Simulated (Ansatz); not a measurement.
An input for Ansatz 0.2.0 (SnSe2 (1T monolayer)):

```yaml
crystal:
  lattice:
    - [3.8693422625, 0.0, 0.0]
    - [-1.9346711312, 3.3509486952, 0.0]
    - [0.0, 0.0, 29.6]
  atoms:
    - { symbol: Sn, position: [0.0, 0.0, 0.5] }
    - { symbol: Se, position: [0.3333333333, 0.6666666667, 0.553855976] }
    - { symbol: Se, position: [0.6666666667, 0.3333333333, 0.446144024] }
  periodic: [true, true, false]
kpoints:
  mp_grid: { grid: [6, 6, 1] }
hamiltonian:
  xc: pbe
  pseudopotentials: { kind: paw, azcp: { folder: soft_1 } }
scf:
  occupations: { method: fixed }
gw:
  n_empty_bands: 122
  ecut_chi: 27.0
  qp_bands: [v2, c2]
  qp_kpoints: band_edges
  screening: { model: contour_deformation }
```

```sh
ansatz run input.yaml --threads 4 --pin off --max-ram 17510MiB --backend cpu --events-out ev --progress --plain --runs-dir out
```

Estimate wall time and host memory on 4 threads of Arm Neoverse V1, shared host.

It took 27 s; on shared hardware allow 13 s to 54 s. Peak host memory was 0.97 GiB. The sizes that set the cost: 7587 plane waves a state, 7 irreducible k points, 145 bands summed, 127 plane waves in the screening and 8 SCF cycles.

The screening grows as filled bands × empty bands × pairs of k points, times the square of the screening basis for the matrix.

[Paths, hosts, dates, memory and timing lines, banners, echoed tables and standing remarks are left out of the program output.]

[Logs are printed without paths, hosts, clocks, repeated set-up lines and the standing remarks that a program may print on its own settings, such as how far it seeks lower states.]

[Runs of the session that timed out or met a known fault of the program may be left out.]

[Cells called generated may have been cut or substituted from an entry of the Crystallography Open Database or the Materials Project.]

[Hosts, paths, dates, database ids (printed as entryN), source tags and the programs' standing remarks are cut or masked in the printed files.]
